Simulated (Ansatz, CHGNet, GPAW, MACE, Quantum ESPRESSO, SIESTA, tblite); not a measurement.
# Random packing of 64AlN-36Al2O3 (mol %) (86 atoms) in GPAW, part 2 of 2

How do the settings of GPAW change the result for random packing of 64AlN-36Al2O3 (mol %) (86 atoms)? A plane-wave run serves as the yardstick.

Program: GPAW 26.7.0; the method stands at each step. Banners, paths, timers and routine set-up lines are dropped from the logs unmarked, and long logs keep their key lines alone; longer cuts are marked.

So far. Step 4 (PBE, LCAO sz(dzp), h 0.18 Å): Against the first run (12 %), the force difference from the reference is 40 %, at 0.22 times the CPU time, with 344 basis functions against 1118: the smaller basis costs accuracy. Step 5 (PBE, grid h 0.2 Å): Against the first run (12 %), the force difference from the reference is 5.4 %, at 0.59 times the CPU time (on 2 against 1 cores).

## 6. PBE, LCAO dzp, h 0.22 Å

Method: Kohn-Sham DFT, PBE, PAW, atomic orbitals (dzp).

File run.py:

```python
import numpy as np
from ase.io import read
from gpaw import GPAW, FermiDirac

atoms = read("structure.xyz")
atoms.calc = GPAW(
    mode="lcao",
    basis="dzp",
    h=0.22,
    xc="PBE",
    kpts={"size": (1, 1, 1), "gamma": True},
    occupations=FermiDirac(0.05),
    maxiter=200,
    symmetry={"point_group": False},
    txt="gpaw.txt",
)
energy = atoms.get_potential_energy(force_consistent=True)
forces = atoms.get_forces()
print(f"energy {energy:.6f} eV")
print("forces (eV/A)")
for i, (a, f) in enumerate(zip(atoms, forces)):
    print(f"{i:4d} {a.symbol:2s} {f[0]:10.5f} {f[1]:10.5f} {f[2]:10.5f}")
print(f"Fermi level {atoms.calc.get_fermi_level():.4f} eV")
for k in range(len(atoms.calc.get_ibz_k_points())):
    for s in range(atoms.calc.get_number_of_spins()):
        e = atoms.calc.get_eigenvalues(kpt=k, spin=s)
        n = np.searchsorted(e, atoms.calc.get_fermi_level())
        print(f"k {k} spin {s} levels about the Fermi level:", np.round(e[max(n - 6, 0):n], 4).tolist(), "|", np.round(e[n:n + 6], 4).tolist())
```

File structure.xyz:

```xyz
86
Lattice="9.73820 0.00000 0.00000 0.00000 9.73820 0.00000 0.00000 0.00000 9.73820" Properties=species:S:1:pos:R:3 pbc="T T T"
[... 86 atom lines left out: the same atoms as in the first run ...]
```

Started as:

```sh
> OMP_NUM_THREADS=1 python run.py > output.txt
```

The log of the run:

```text
energy -435.712577 eV
forces (eV/A)
   0 Al    0.49713    0.43493   -0.08340
   1 Al    0.22901   -0.62674    1.10103
   2 Al   -0.26638    1.61704   -1.99390
   3 Al    1.55281    1.25011    0.93830
   4 Al   -2.50009   -0.50576   -2.91307
   5 Al   -2.63437    1.25990    1.54011
   6 Al   -0.51982    1.01636    0.26271
   7 Al    0.74743   -2.20126    5.74202
   8 Al    1.93982   -0.68892   -2.15524
   9 Al    0.03940   -1.47848    2.48556
  10 Al   -2.27157   -0.97853    0.87257
  11 Al    0.46564    3.44422    0.38756
  12 Al   -2.74044    2.08828    1.55972
  13 Al   -0.26785   -0.58515   -1.86755
  14 Al   -3.45362   -3.92594   -0.64820
  15 Al   -0.78056    0.96355   -1.30766
  16 Al    0.31653   -2.97637   -2.30548
  17 Al    2.33010    5.50587    0.60048
  18 Al    0.33495   -1.01002    1.05701
  19 Al    0.26515   -1.89919   -2.03979
  20 Al   -0.76480    0.47080   -0.94094
  21 Al    0.64902    0.30806    0.95134
  22 Al    1.31675   -0.63328    0.23710
  23 Al    1.26288   -0.91769    2.17738
[...]
78 O     0.48686    2.89476   -2.71442
  79 O    -0.80403    0.88632   -0.34663
  80 O     0.19722   -3.78292    3.77625
  81 O    -1.89654   -1.17104    4.05813
  82 O     0.68655    2.25361   -0.32923
  83 O     2.74032    0.75429    1.62060
  84 O    -0.92575   -1.52468   -1.08649
  85 O     1.00189    0.41183   -0.70591
Fermi level 6.8608 eV
k 0 spin 0 levels about the Fermi level: [6.5932, 6.606, 6.6678, 6.6954, 6.7797, 6.8431] | [6.892, 6.922, 7.0104, 7.0642, 7.1504, 7.2296]
```

gpaw.txt:

```text
Input parameters:
  mode=LCAO(),
  basis={'default': 'dzp'},
  h=0.22,
  kpts=MonkhorstPack(size=(1, 1, 1), gamma=True),
  maxiter=200,
  occupations=Occupations(name='fermi-dirac', width=0.05, fixmagmom=False),
  symmetry=Symmetry(point_group=False),
  xc=XC(name='PBE')
Unit cell  # Å
| periodic |        x |        y |        z |  lengths |    angles |
[... lines left out ...]
  Fermi-Dirac:
[... lines left out ...]
convergence criteria:
- Maximum [total energy] change in last 3 cyles: 0.0005 eV / valence electron
[... lines left out ...]
Converged in 26 steps
[... lines left out ...]
  Free energy:    -435.712577
  Extrapolated:   -435.565002
dipole moment: (-46.534276, 44.202776, 0.464347)  # |e|*Ang
Fermi level: 6.861
Eigenvalues  # (at kpt = [0.000, 0.000, 0.000])
| band index |      eig [eV] | occ [0-2] |
|------------|---------------|-----------|
|          0 |       -13.624 |     2.000 |
|        ... |               |           |
|        184 |         6.486 |     1.999 |
|        185 |         6.522 |     1.998 |
[...]
|        199 |         7.320 |     0.000 |
|        ... |               |           |
|        234 |        10.997 |     0.000 |
Gap: 0.049 eV
Transition (v -> c):
  (s=0, k=0, n=191, [0.00, 0.00, 0.00]) -> (s=0, k=0, n=192, [0.00, 0.00, 0.00])
No difference between direct/indirect transitions
Force computation time: 32.496  # s
timing:  # [seconds]
  Total:  388.263  # ━━━━━━━━━━━━━━━━━━━━━━━━━━━━━━━━━━━━━━━━━━━━━━━━━━━━━━━━
  Init:     7.730  # ━
  SCF:    348.008  # ━━━━━━━━━━━━━━━━━━━━━━━━━━━━━━━━━━━━━━━━━━━━━━━━━━
  Forces:  32.496  # ━━━━╸
```

The job ended after 6.5 min (1 thread of Arm Neoverse V2, shared host; peak memory 1 GiB).

Against the reference:

| Quantity | Value |
| --- | --- |
| r.m.s. force component | 1.722 eV/Å |
| r.m.s. difference of force components | 257.1 meV/Å |
| longest difference of force vectors | 819.9 meV/Å |
| force difference over r.m.s. force | 14.31 % |
| slope of forces against the reference's | 0.9493 |
| correlation of force components | 0.9902 |
| energy less the same-level run's | 160.2 meV/atom |
| r.m.s. force difference from the same-level run | 120.8 meV/Å |

This is a coarse setting, run to see what it loses.

Against the first run (12 %), the force difference from the reference is 14 %, at 0.53 times the CPU time: the grid matters here.

The forces add up to 0.95 eV/Å instead of zero, usually a sign of too coarse a grid.

## 7. The ladder

Differences are against the plane-wave reference, forces as r.m.s. over components; share is that over the reference's r.m.s. force, slope the least-squares factor from reference forces to these. Total energies of different programs have different zeros and aren't compared.

```csv
run,"Δ force, r.m.s. (meV/Å)",share (%),slope,cores,CPU time,memory (GiB)
reference,-,-,-,4,31 s,1.1
"GPAW PBE, LCAO dzp, h 0.18 Å",222,12.3,0.957,1,12 min,1.9
"GPAW PBE, LCAO dzp, h 0.18 Å, other mixer settings",221,12.3,0.957,2,20 min,2.1
"GPAW PBE, LCAO sz(dzp), h 0.18 Å (coarse)",721,40.1,0.945,1,2.7 min,1.4
"GPAW PBE, grid h 0.2 Å",96.6,5.38,0.996,2,7.2 min,1.6
"GPAW PBE, LCAO dzp, h 0.22 Å (coarse)",257,14.3,0.949,1,6.5 min,1.0
```

Rows marked coarse were listed beforehand as settings not expected to be converged; some can still land near the reference.

CPU time is summed over cores on a shared host, where runs went side by side, so it is rough. Symmetry, cutoffs, thresholds, outputs and thread counts weren't matched or tuned between programs; memory under MPI is the largest rank's times the ranks.

Within one program, basis, potentials and functional, energies share a zero. Each run against its twin at the usual cutoff or grid and solver:

| run | twin | Δ energy (meV/atom) | Δ force, r.m.s. (meV/Å) | CPU time over the twin's |
| --- | --- | --- | --- | --- |
| GPAW PBE, LCAO dzp, h 0.18 Å, other mixer settings | LCAO dzp, h 0.18 Å | 0 | 3.90 | 1.6 (this twin ran on 1 cores) |
| GPAW PBE, LCAO dzp, h 0.22 Å | LCAO dzp, h 0.18 Å | 160 | 121 | 0.53 |

## 8. What came out

| Item | Value |
| --- | --- |
| nearest in forces | GPAW PBE, grid h 0.2 Å, 5.4 % |
| its CPU time | 7.2 min |

What this shows: PBE on plane waves or a grid with other potentials, cutoffs or grids, coarse settings apart, differs from the reference by 5.4 % (GPAW PBE, grid h 0.2 Å) of the r.m.s. force; this holds the reference's own error, so differences of a few per cent don't tell which side is nearer the exact PBE result. The PBE runs in local orbitals, coarse settings apart, differ by 12 % in each run; basis, grid and potentials can all enter. Runs with settings chosen to be coarse differ by 14 % (GPAW PBE, LCAO dzp, h 0.22 Å) to 40 % (GPAW PBE, LCAO sz(dzp), h 0.18 Å), their programs' other errors included. None of the electronic-structure runs in the table takes under half the reference's CPU time of 31 s; they take 5.2 to 38 times as much. The reference's stress is far from hydrostatic: its diagonal is 3.1, 8.3, 3.4 GPa, compression counted positive. The reference's pressure of 4.9 GPa belongs to a cell and atoms that aren't relaxed at this level. The electronic-structure runs sample only Γ, in a cell whose shortest periodic width is 10 Å, which is coarse for a cell with partly filled levels.

[Also dropped from logs without a mark: logging warnings of Python, and SIESTA's first energy breakdown and zero terms.]

[Logs are printed without paths, hosts, clocks, repeated set-up lines and the standing remarks that a program may print on its own settings, such as how far it seeks lower states.]

[Hosts, paths, dates, database ids (printed as entryN), source tags and the programs' standing remarks are cut or masked in the printed files.]
